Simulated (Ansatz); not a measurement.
**CrSi2As4 monolayer in a perpendicular field**

Aim: how the CrSi2As4 monolayer screens a field along its normal, and what the field does to its bands. A positive field points along +c.

Method: plane-wave DFT, PBE-D3(BJ), Ansatz PAW (set soft_1); PAW set soft_1, in Ansatz 0.2.0.

**1. The starting structure**

The cell holds 7 atoms: 4 As, 2 Si and 1 Cr. Its edges and angles: a = 3.630 Å, b = 3.630 Å, c = 47.808 Å, α = 90.0°, β = 90.0°, γ = 120.0°. Vacuum lies along c.

**2. Relaxing the slab**

The starting cell is a guess, so the in-plane lattice and the atoms are relaxed first, with the slab cut off from its images along the normal.

Input file input.yaml:

```yaml
crystal:
  lattice:
    - [3.63, 0.0, 0.0]
    - [-1.815, 3.1436722157, 0.0]
    - [0.0, 0.0, 47.8079397794]
  atoms:
    - { symbol: As, position: [0.0, 0.0, 0.4120654454] }
    - { symbol: Si, position: [0.3333333333, 0.6666666667, 0.4280036166] }
    - { symbol: As, position: [0.3333333333, 0.6666666667, 0.4746485883] }
    - { symbol: Cr, position: [0.0, 0.0, 0.5], spin: 1.0 }
    - { symbol: As, position: [0.3333333333, 0.6666666667, 0.5253514117] }
    - { symbol: Si, position: [0.3333333333, 0.6666666667, 0.5719963834] }
    - { symbol: As, position: [0.0, 0.0, 0.5879345546] }
  periodic: [true, true, false]
magnetization:
  spin_polarized: true
kpoints:
  mp_grid: { grid: [12, 12, 1] }
hamiltonian:
  xc: pbe
  dispersion: d3bj
  pseudopotentials: { kind: paw, azcp: { folder: soft_1 } }
scf:
  occupations: { method: fermi_dirac, width: 0.05 }
  convergence: { dr2_threshold: 1.0e-09 }
relax:
  f_tol: 0.004
  max_steps: 90
  cell: {}
output:
  write_potential: true
  write_density: true
  volumetric_format: npy
```

Launch:

```sh
ansatz run input.yaml --threads 4 --pin off --max-ram 6144MiB --backend cpu --events-out ev --progress --plain --runs-dir out
```

Numbers of over 12 decimals in the logs are rounded to 6 here.

The program printed:

```text
Warning: relax.cell: scf.convergence.dr2_threshold = 1e-9 eV is looser than the 2.06579713189e-10 eV advised for a relaxation that steers and ends on the stress (1e-10 eV for each atom of the cell: 7, times the square of relax.cell.stress_2d_tol = 0.05 N/m over 18.4 Å (the atoms' height at the walk's start and 5 Å past either face), 2.716e-2 GPa, over a crystal's default 0.05). What an SCF threshold leaves in a stress goes as its square root, and in the free energy as the threshold itself, and one threshold admits the most on a small cell: [figures from the program's tests cut] Set scf.convergence.dr2_threshold to 2.06579713189e-10 eV or tighter. [rest of the remark cut]
Engine: ansatz 0.2.0, aarch64-unknown-linux-gnu
Pseudopotentials: kind: paw
Pseudopotential: As, paw, valence charge 15, recommended cutoff 420 eV (normal), soft_1/As.paw.azcp
Pseudopotential: Si, paw, valence charge 4, recommended cutoff 420 eV (normal), soft_1/Si.paw.azcp
Pseudopotential: Cr, paw, valence charge 14, recommended cutoff 420 eV (normal), soft_1/Cr.paw.azcp
Functional definition: PBE
  parameter kappa = 0.804
  parameter beta = 0.066725
  exchange = pbe_x(kappa = kappa, mu = beta*pi^2/3)
  correlation = pbe_c(beta = beta)
Crystal: 7 atoms, lattice volume = 545.562 Å³
Basis set: ecut = 420 eV, 10539 PW (Γ), exchange–correlation on 50×50×640 points (8 copies of the dense FFT grid, shifted against one another)
Bands: 50, of which v1, the nominal top of the filled ones, is band 41 counted from 1 (40 counted from 0)
Symmetry: 12 space group operations
Space group: P-6m2 (ITA 187), of the structure as read, at distance tolerance 8.2e-5 Å
Magnetic group: BNS 187.209 (UNI 1439), of the structure as read, at distance tolerance 8.2e-5 Å
k-points: 19 of 144 (time reversal used)
Non-local potential: As, projectors of the file, l = 0: 2, l = 1: 2, l = 2: 3, l = 3: 1
Non-local potential: Si, projectors of the file, l = 0: 2, l = 1: 2, l = 2: 1
Non-local potential: Cr, projectors of the file, l = 0: 3, l = 1: 2, l = 2: 3, l = 3: 1
PAW form: soft (Blöchl's): semilocal exchange-correlation on the pseudo side does not see the compensation charge
PAW one-centre angular grid: As, 590 points (default); XC on 64 Gauss nodes
PAW one-centre angular grid: Si, 110 points (default); XC on 64 Gauss nodes
PAW one-centre angular grid: Cr, 590 points (default); XC on 64 Gauss nodes
Initial density: superposition of atomic densities (neutral atoms: chi_scale 0, normalization atom)
Starting moments: Σ|m| = 1 μB on 1 of 7 sites
Initial wavefunctions: pseudopotential atomic-orbital guess
Functional: x = pbe(κ = 0.804, μ = 0.219515), c = pbe(β = 0.066725)
SCF iter   1: F=—  HF=-24076.394295 eV  |F-HF|=—  |Δ(HF+E_count)|=         —  Δρ=2.22e-2 (↑2.22e-2 ↓1.88e-2)  dr2=9.59e0  dr2_m=6.07e-2  M=0.630 μB ∫|m|=0.939 μB  β_m=0.30  ethr=3.10e-3  ⟨swp⟩=15.3  Hψ=11473  notcnv=0  defer=3
Mixer restart at iter 1: flushing history
preconditioner: auto → LDOS  [metal: Δε(μ)=0.026 eV  Ē_g=8.600 eV  σ=0.050 eV  W_gap=0.13  n_scr=30 (ndim 8)  ℏωp=9.3 eV  f_vac=0.739  D(μ)=2.25/eV (n_scr^D=12)]
spin=Collinear: LDOS preconditioning applied to the charge; magnetization (m = ρ↑ − ρ↓) channel mixes plain (no charge-response kernel on spin).
SCF iter   2: F=—  HF=-24074.849537 eV  |F-HF|=—  |Δ(HF+E_count)|=    1.54e0  Δρ=1.08e-2 (↑1.08e-2 ↓1.02e-2)  dr2=2.38e0  dr2_m=3.25e-2  M=0.668 μB ∫|m|=0.967 μB  β_m=0.45  ethr=3.10e-3  ⟨swp⟩=4.0  Hψ=4638  notcnv=0  defer=77
SCF iter   3: F=—  HF=-24074.461483 eV  |F-HF|=—  |Δ(HF+E_count)|=   3.88e-1  Δρ=3.55e-3 (↑2.92e-3 ↓3.55e-3)  dr2=1.48e-1  dr2_m=1.11e-2  M=0.700 μB ∫|m|=0.984 μB  β_m=0.59  ethr=2.90e-3  ⟨swp⟩=3.1  Hψ=2773  notcnv=0  defer=76
SCF iter   4: F=—  HF=-24074.471765 eV  |F-HF|=—  |Δ(HF+E_count)|=         —  Δρ=1.04e-3 (↑8.75e-4 ↓1.04e-3)  dr2=5.50e-3  dr2_m=3.28e-3  M=0.748 μB ∫|m|=1.034 μB  β_m=0.59  ethr=1.81e-4  ⟨swp⟩=3.8  Hψ=4736  notcnv=0  defer=73
SCF iter   5: F=—  HF=-24074.473576 eV  |F-HF|=—  |Δ(HF+E_count)|=   1.81e-3  Δρ=8.19e-4 (↑8.19e-4 ↓7.30e-4)  dr2=1.02e-3  dr2_m=2.75e-3  M=0.780 μB ∫|m|=1.068 μB  β_m=0.80  ethr=6.71e-6  ⟨swp⟩=3.5  Hψ=4208  notcnv=0  defer=73
SCF iter   6: F=—  HF=-24074.474584 eV  |F-HF|=—  |Δ(HF+E_count)|=   1.01e-3  Δρ=5.96e-4 (↑5.96e-4 ↓4.72e-4)  dr2=6.82e-4  dr2_m=1.36e-3  M=0.811 μB ∫|m|=1.104 μB  β_m=0.72  ethr=1.25e-6  ⟨swp⟩=3.1  Hψ=4094  notcnv=0  defer=73
SCF iter   7: F=—  HF=-24074.474737 eV  |F-HF|=—  |Δ(HF+E_count)|=   1.52e-4  Δρ=3.98e-4 (↑3.52e-4 ↓3.98e-4)  dr2=2.11e-4  dr2_m=6.85e-4  M=0.859 μB ∫|m|=1.162 μB  β_m=0.72  ethr=8.31e-7  ⟨swp⟩=3.0  Hψ=4159  notcnv=0  defer=73
SCF iter   8: F=—  HF=-24074.474990 eV  |F-HF|=—  |Δ(HF+E_count)|=   2.53e-4  Δρ=3.68e-4 (↑3.68e-4 ↓3.43e-4)  dr2=1.29e-4  dr2_m=6.19e-4  M=0.919 μB ∫|m|=1.237 μB  β_m=0.28  ethr=2.57e-7  ⟨swp⟩=3.1  Hψ=4196  notcnv=0  defer=73
SCF iter   9: F=—  HF=-24074.475180 eV  |F-HF|=—  |Δ(HF+E_count)|=   1.90e-4  Δρ=3.66e-4 (↑3.40e-4 ↓3.66e-4)  dr2=2.16e-5  dr2_m=6.19e-4  M=0.974 μB ∫|m|=1.307 μB  β_m=0.47  ethr=1.58e-7  ⟨swp⟩=3.3  Hψ=4125  notcnv=0  defer=73
SCF iter  10: F=-24074.475436 eV  HF=-24074.475560 eV  |F-HF|=1.24e-4  |Δ(HF+E_count)|=         —  Δρ=1.38e-4 (↑1.38e-4 ↓1.37e-4)  dr2=2.55e-4  dr2_m=6.08e-5  M=1.075 μB ∫|m|=1.447 μB  β_m=0.91  ethr=2.63e-8  ⟨swp⟩=5.2  Hψ=5352  notcnv=0  defer=73
SCF iter  11: F=—  HF=-24074.476027 eV  |F-HF|=—  |Δ(HF+E_count)|=   4.67e-4  Δρ=1.27e-3 (↑1.27e-3 ↓1.06e-3)  dr2=5.41e-4  dr2_m=6.71e-3  M=1.127 μB ∫|m|=1.541 μB  β_m=0.69  ethr=2.63e-8  ⟨swp⟩=4.7  Hψ=5056  notcnv=0  defer=70  recentre
SCF iter  12: F=—  HF=-24074.475461 eV  |F-HF|=—  |Δ(HF+E_count)|=   5.66e-4  Δρ=4.33e-4 (↑4.33e-4 ↓3.50e-4)  dr2=9.36e-5  dr2_m=7.61e-4  M=1.001 μB ∫|m|=1.347 μB  β_m=0.58  ethr=2.63e-8  ⟨swp⟩=5.5  Hψ=6415  notcnv=0  defer=70
SCF iter  13: F=—  HF=-24074.475586 eV  |F-HF|=—  |Δ(HF+E_count)|=   1.25e-4  Δρ=3.39e-4 (↑3.39e-4 ↓2.87e-4)  dr2=2.97e-5  dr2_m=4.88e-4  M=1.034 μB ∫|m|=1.390 μB  β_m=0.47  ethr=2.63e-8  ⟨swp⟩=3.9  Hψ=4241  notcnv=0  defer=70
SCF iter  14: F=—  HF=-24074.475627 eV  |F-HF|=—  |Δ(HF+E_count)|=   4.14e-5  Δρ=1.19e-4 (↑1.19e-4 ↓1.05e-4)  dr2=1.65e-6  dr2_m=6.22e-5  M=1.065 μB ∫|m|=1.434 μB  β_m=0.42  ethr=2.63e-8  ⟨swp⟩=4.0  Hψ=4520  notcnv=0  defer=70
SCF iter  15: F=—  HF=-24074.475626 eV  |F-HF|=—  |Δ(HF+E_count)|=   1.18e-6  Δρ=2.75e-5 (↑2.75e-5 ↓2.12e-5)  dr2=3.74e-7  dr2_m=2.94e-6  M=1.072 μB ∫|m|=1.446 μB  β_m=0.56  ethr=2.01e-9  ⟨swp⟩=4.7  Hψ=4647  notcnv=0  defer=70
[...]
Initial wavefunctions: pseudopotential atomic-orbital guess (no wavefunctions were taken with the density)
iter 1 solved again at ethr=1.20e-6 eV; its pass at ethr=3.10e-3 eV (dr2=9.82e-4 eV) is discarded
SCF iter   1: F=—  HF=-24076.630830 eV  |F-HF|=—  |Δ(HF+E_count)|=         —  Δρ=6.08e-6 (↑6.08e-6 ↓4.13e-6)  dr2=5.93e-7  dr2_m=2.62e-8  M=1.918 μB ∫|m|=2.710 μB  β_m=0.65  ethr=1.20e-6  ⟨swp⟩=6.0  Hψ=17790  notcnv=0
eigensolver tolerance schedule: the retry pair's looser diagonalisation over-reported the residual by 1654.96 of it (diagonalisation noise at 1.78 of the residual, at the tolerance the schedule requests for it); recorded, not acted on — ethr = c·dr2/N_el stays at c = 1.0e-1
preconditioner: auto → LDOS  [metal: Δε(μ)=0.061 eV  Ē_g=7.745 eV  σ=0.050 eV  W_gap=0.29  n_scr=24 (ndim 8)  ℏωp=9.3 eV  f_vac=0.718  D(μ)=1.30/eV (n_scr^D=10)]
spin=Collinear: LDOS preconditioning applied to the charge; magnetization (m = ρ↑ − ρ↓) channel mixes plain (no charge-response kernel on spin).
SCF iter   2: F=—  HF=-24076.630876 eV  |F-HF|=—  |Δ(HF+E_count)|=   4.58e-5  Δρ=3.14e-6 (↑3.14e-6 ↓2.24e-6)  dr2=1.28e-7  dr2_m=2.20e-9  M=1.918 μB ∫|m|=2.710 μB  β_m=0.51  ethr=7.23e-10  ⟨swp⟩=4.3  Hψ=5240  notcnv=0
SCF iter   3: F=—  HF=-24076.630876 eV  |F-HF|=—  |Δ(HF+E_count)|=   4.83e-8  Δρ=1.40e-6 (↑8.60e-7 ↓1.40e-6)  dr2=5.75e-8  dr2_m=1.31e-9  M=1.918 μB ∫|m|=2.710 μB  β_m=0.49  ethr=1.56e-10  ⟨swp⟩=3.8  Hψ=4049  notcnv=0
SCF iter   4: F=—  HF=-24076.630876 eV  |F-HF|=—  |Δ(HF+E_count)|=   4.68e-8  Δρ=9.20e-7 (↑5.50e-7 ↓9.20e-7)  dr2=4.98e-9  dr2_m=1.88e-9  M=1.918 μB ∫|m|=2.710 μB  β_m=0.54  ethr=7.02e-11  ⟨swp⟩=2.2  Hψ=2342  notcnv=0
SCF iter   5: F=—  HF=-24076.630876 eV  |F-HF|=—  |Δ(HF+E_count)|=   5.23e-8  Δρ=4.77e-7 (↑3.99e-7 ↓4.77e-7)  dr2=1.05e-9  dr2_m=7.91e-10  M=1.918 μB ∫|m|=2.710 μB  β_m=0.66  ethr=6.07e-12  ⟨swp⟩=3.1  Hψ=3177  notcnv=0
SCF iter   6: F=-24076.630876 eV  HF=-24076.630876 eV  |F-HF|=5.03e-9  |Δ(HF+E_count)|=   2.36e-8  Δρ=2.13e-7 (↑9.78e-8 ↓2.13e-7)  dr2=9.86e-10  dr2_m=2.71e-11  M=1.918 μB ∫|m|=2.710 μB  ethr=1.22e-12  ⟨swp⟩=11.6  Hψ=14166  notcnv=0
WARN: dispersion: an atom stands within reach of a switch of its C6 between two reference coordination numbers of its element: through that C6 alone, e_disp changes by 0.025 eV or more while the distances to its neighbours run over a stretch of 0.05 Å that contains this geometry (sites counted from 0 in the run's list of atoms or, in a supercell that it derives, in that cell's: here a list of 7) — site 3 (Cr): coordination number 6.151 (about 6.00 to 6.30 with every neighbour 0.05 Å farther or nearer), switch near 6.223 between the references 1.827 (weight 0.99) and 10.619 (weight 0.01), e_disp changing by some 0.23 eV. [rest of the remark cut]
SCF 12 converged in 6 iterations: F = -24076.630876 eV  dr2 = 9.86e-10
relax step  12: F+E_penalty+E_count = -24076.63087599 eV  Δ(F+E_penalty+E_count) = +3.471e-4 eV  max|allowed force component| = 1.044e-4 eV/Å  Δτ_max = 0.0000 Å  P = -0.007 N/m  Ω = 537.198 Å³  fix = [c, alpha, beta]  reactions: c -0.000 N/m  stress off target by 6.56e-3 N/m on what of the cell is left free  SCF on the basis re-selected at this cell (its energy is not comparable with the rows above)  (6 SCF iters)
basis re-selected at this cell: Δ(F+E_penalty+E_count) = +3.471e-4 eV, ΔP = -0.007 N/m vs the last step (what re-selecting the basis moved, of the pressure what is left beyond the Pulay correction that the steps carried, after the strain that the cell walked since its last selection, with what the two solves' SCF thresholds leave and, on support functions, any second-order correction that the steps lacked; it is no m [...]
WARN: The output density's exchange-correlation potential varies sharply where the density is thin. Do not read a vacuum level from v_tot or v_xc, or from such a field of the output density. On a cell that repeats whose density bears no net charge and no dipole along the vacuum's axis use v_es (v_loc + v_h of the components); under efield.dipole_correction with no amplitude use v_es + v_field, which holds any externa [...]
SCF converged after 6 iterations
Magnetization: 1.9183 μB (41.9591 up, 40.0409 down)
Absolute magnetization: 2.7048 μB (∫|ρ↑−ρ↓|, with the PAW one-centre terms)
Spin contamination: 0.1492 ħ² per cell (⟨S²⟩ above its minimum at these occupations)
Per-site moments (μB) at R_I (Å): [(-0.00738676, 0.973818), (0.00808672, 0.972859), (-0.102518, 0.972859), (2.026746, 1.030823), (-0.102518, 0.972859), (0.00808672, 0.972859), (-0.00738676, 0.973818)]
Free energy (F): -24076.630876 eV
Harris-Foulkes:  -24076.630876 eV  (|F-HF|=5.03e-9)
Internal energy: -24076.619179 eV  (E = F + TS)
E sigma→0 (E₀):  -24076.625028 eV
Entropy (-TS):   -0.011697 eV (-1.671 meV/atom)
Fermi energy:    -4.662102 eV
--- Per-component energies (eV) ---
  E_band       = -2379.022147
  E_kinetic    = 774.673091
  E_local      = -452161.449646  (includes V_loc(G=0)·N_el)
  E_nonlocal   = -1481.423693
  E_hartree    = 225876.806110
  E_xc         = -510.105408
  E_vxc        = -537.454124  (∫ρ·V_xc dr)
  E_paw        = -10298.547909  (= ΣΔE_a)
  E_vpaw       = -726.987232  (= ΣTr[D̂ρ^β])
  E_aug_tail   = 0.000934  (compensation charges beyond the density's cutoff)
  E_ewald      = 213725.932689
  E_disp       = -2.505347  (pairwise vdW)
  E_smearing   = -0.011697  (= −TS)
  E_closure    = -0.000000  (closes the sum)
  Σ components = -24076.630876   (vs F -24076.630876, Δ=0.00e0)
--- Forces (eV/Å), atoms counted from 1 ---
  atom   1  As    -0.00000000     0.00000000    -0.00006879
  atom   2  Si     0.00000000     0.00000000    -0.00001727
  atom   3  As     0.00000000     0.00000000     0.00010444
  atom   4  Cr    -0.00000000     0.00000000     0.00000000
  atom   5  As     0.00000000     0.00000000    -0.00010444
  atom   6  Si    -0.00000000     0.00000000     0.00001727
  atom   7  As    -0.00000000     0.00000000     0.00006879
  max |Σ_I F_I| component: 7.71e-17 eV/Å
--- 2D stress c σ (N/m, compression-positive) ---
       -0.006563      -0.000000       0.000000
       -0.000000      -0.006563       0.000000
        0.000000       0.000000       0.000000
  P = ½ c Tr σ = -0.0066 N/m
--- Band table (eV; the first three rows and the last of 38) ---
  k-point 0 ↑: bands = [... 37 lower, -5.5037, -5.5037, -5.4709, -5.4709, -2.4812, -2.4812, -2.4240, -2.3800, ... 5 higher]
  k-point 1 ↑: bands = [... 37 lower, -5.7057, -5.7015, -5.6518, -5.6517, -2.9457, -2.7757, -2.5838, -2.2904, ... 5 higher]
  k-point 2 ↑: bands = [... 37 lower, -6.1342, -6.0180, -5.8479, -5.7140, -3.6874, -3.3598, -2.9634, -2.2561, ... 5 higher]
  k-point 18 ↓: bands = [... 37 lower, -7.3083, -6.5473, -5.8815, -3.9504, -3.3539, -3.2518, -3.2024, -2.9522, ... 5 higher]
  the weakly bound empty levels are not read free of the cell's end (no_gap_told)
--- Relaxed structure (11 steps of the walk, 11 accepted, 1 SCFs on fresh bases) ---
  F+E_penalty+E_count = -24076.63087599 eV   max|allowed force component| = 1.044e-4 eV/Å   (the final SCF, on the basis selected at the relaxed cell)
  cell:  # Å, volume = 537.1980 Å³
    - [3.602067, 0, 0.0]
    - [-1.801034, 3.119482, 0.0]
    - [0.0, 0.0, 47.8079397794]
  atoms:
    - { symbol: As, position: [1.0573552618555009e-17, -5.1357255561990634e-17, 0.398316] }
    - { symbol: Si, position: [0.333333, 0.666667, 0.421686] }
    - { symbol: As, position: [0.333333, 0.666667, 0.471018] }
    - { symbol: Cr, position: [1.0573552618554984e-17, -5.1357255561990634e-17, 0.5] }
    - { symbol: As, position: [0.333333, 0.666667, 0.528982] }
    - { symbol: Si, position: [0.333333, 0.666667, 0.578314] }
    - { symbol: As, position: [1.0573552618555009e-17, -5.1357255561990634e-17, 0.601684] }
```

Wall time 7.4 min (4 threads of Arm Neoverse V1, shared host); peak memory 1.4 GiB.

The steps of the relaxation:

| step | energy less that of the first step (eV) | largest force component (eV/Å) | volume (Å³) |
| --- | --- | --- | --- |
| 1 | 0.0000 | 3.1596 | 545.56 |
| 2 | -1.0813 | 2.0280 | 547.59 |
| 3 | -1.7337 | 1.5548 | 566.95 |
| 4 | -2.0770 | 0.4616 | 557.60 |
| 5 | -2.1176 | 0.2826 | 551.58 |
| 6 | -2.1460 | 0.2035 | 542.05 |
| 7 | -2.1532 | 0.1619 | 537.73 |
| 8 | -2.1552 | 0.0627 | 536.47 |
| 9 | -2.1555 | 0.0068 | 537.76 |
| 10 | -2.1556 | 0.0045 | 537.20 |
| 11 | -2.1556 | 0.0002 | 537.20 |
| 12* | -2.1552 | 0.0001 | 537.20 |

Relaxation steps marked * repeat the geometry before them on a plane-wave basis chosen anew for their cell, so energy and pressure can jump there.

The run keeps the 12 symmetry operations that it works with, so distortions that break them were not tested.

| cell as run | before | after | change |
| --- | --- | --- | --- |
| a (Å) | 3.630 | 3.602 | -0.8 % |
| b (Å) | 3.630 | 3.602 | -0.8 % |

The atoms that moved most (Å, along periodic axes as changes of fractional coordinates times the final cell, across vacuum about the mean position):

| atom | dx | dy | dz | length |
| --- | --- | --- | --- | --- |
| As1 | 0.000 | 0.000 | -0.657 | 0.657 |
| As7 | 0.000 | 0.000 | 0.657 | 0.657 |
| Si2 | 0.000 | 0.000 | -0.302 | 0.302 |
| Si6 | 0.000 | 0.000 | 0.302 | 0.302 |
| As3 | 0.000 | 0.000 | -0.174 | 0.174 |
| As5 | 0.000 | 0.000 | 0.174 | 0.174 |

Numbers from this step:

```yaml
energy_at_zero_smearing: -24076.6250 eV
total_moment: 1.918 μB
site_moments: -0.007387, 0.008087, -0.1025, 2.027, -0.1025, 0.008087, -0.007387 μB
```

Site moment by atom:

| atom | site moment (μB) |
| --- | --- |
| As1 | -0.01 |
| Si2 | 0.01 |
| As3 | -0.10 |
| Cr4 | 2.03 |
| As5 | -0.10 |
| Si6 | 0.01 |
| As7 | -0.01 |

The lattice constant a goes from 3.630 to 3.602 Å.

[end of part 1 of 3]

[Logs are printed without paths, hosts, clocks, repeated set-up lines and the standing remarks that a program may print on its own settings, such as how far it seeks lower states.]

[Hosts, paths, dates, database ids (printed as entryN), source tags and the programs' standing remarks are cut or masked in the printed files.]

[Maps of the electrostatic potential energy from Ansatz leave out the sawtooth potential of an applied field or a dipole correction, so their vacuum need not be flat; planar profiles and work functions include it.]
